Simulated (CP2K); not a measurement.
Consider 2-ethynylimidazole at its PBE geometry (Å).

```xyz
11

C     2.9937   -0.0682   -0.3353
C     1.7970    0.0670   -0.1734
C     0.4016    0.2087    0.0092
N    -0.2506    1.3217    0.3601
C    -1.5765    0.9650    0.4120
C    -1.7453   -0.3697    0.0915
N    -0.4800   -0.8431   -0.1629
H     4.0487   -0.1724   -0.4764
H    -2.3435    1.6854    0.6771
H    -2.6204   -1.0049    0.0236
H    -0.2247   -1.7894   -0.4254
```

Method: CP2K XAS_TDP, all-electron GAPW, PBEh(45%), aug-cc-pVDZ, TDA, no relativity.

Question: Predict the bright core excitations at the C K edge.

Leading lines: C1 281.69 eV, C2 281.90 eV, C3 283.17 eV, C5 282.64 eV and C6 282.49 eV. The leading line of an atom is its first one with 35 % of the strongest within 2.5 eV of its lowest line over the strength cut. 

The first six lines of each atom with a strength over 0.0015:

| atom | energy (eV) | states | strength, one atom |
| --- | --- | --- | --- |
| C1 (bonded to C and H) | 281.69 | 1 | 0.0434 |
|  | 281.92 | 1 | 0.0504 |
|  | 284.60 | 1 | 0.0051 |
|  | 285.04 | 1 | 0.0046 |
|  | 285.85 | 1 | 0.0025 |
|  | 286.01 | 1 | 0.0026 |
| C2 (bonded to 2 C) | 281.90 | 1 | 0.0350 |
|  | 282.07 | 1 | 0.0489 |
|  | 285.67 | 1 | 0.0207 |
|  | 286.78 | 1 | 0.0026 |
|  | 287.00 | 1 | 0.0032 |
|  | 287.54 | 1 | 0.0018 |
| C3 (bonded to C and 2 N) | 283.17 | 1 | 0.0443 |
|  | 285.95 | 1 | 0.0074 |
|  | 286.46 | 1 | 0.0016 |
|  | 287.14 | 1 | 0.0015 |
|  | 287.66 | 1 | 0.0202 |
|  | 288.69 | 1 | 0.0021 |
| C5 (bonded to C, N and H) | 282.64 | 1 | 0.0556 |
|  | 284.83 | 1 | 0.0067 |
|  | 285.35 | 1 | 0.0037 |
|  | 285.96 | 1 | 0.0044 |
|  | 286.29 | 1 | 0.0024 |
|  | 286.31 | 1 | 0.0018 |
| C6 (bonded to C, N and H) | 282.49 | 1 | 0.0500 |
|  | 284.82 | 1 | 0.0114 |
|  | 285.19 | 1 | 0.0042 |
|  | 285.74 | 1 | 0.0038 |
|  | 286.52 | 1 | 0.0033 |
|  | 286.62 | 1 | 0.0036 |

Lines are vertical, at one geometry, with no vibrational structure. Without a correction of the core level, line positions, and the gaps between valence and Rydberg lines, follow the share of exact exchange. At this level such K lines come out 3 to 6 eV under measured ones. These values hold no scalar relativity, about 0.1 eV for C 1s. Rydberg lines, and the discretised continuum above threshold, depend on the basis and the box.

[Banner, clock and machine lines of the logs are left out without a mark of their own.]

[Logs are printed without paths, hosts, clocks, repeated set-up lines and the standing remarks that a program may print on its own settings, such as how far it seeks lower states.]

[Hosts, paths, dates, database ids (printed as entryN), source tags and the programs' standing remarks are cut or masked in the printed files.]
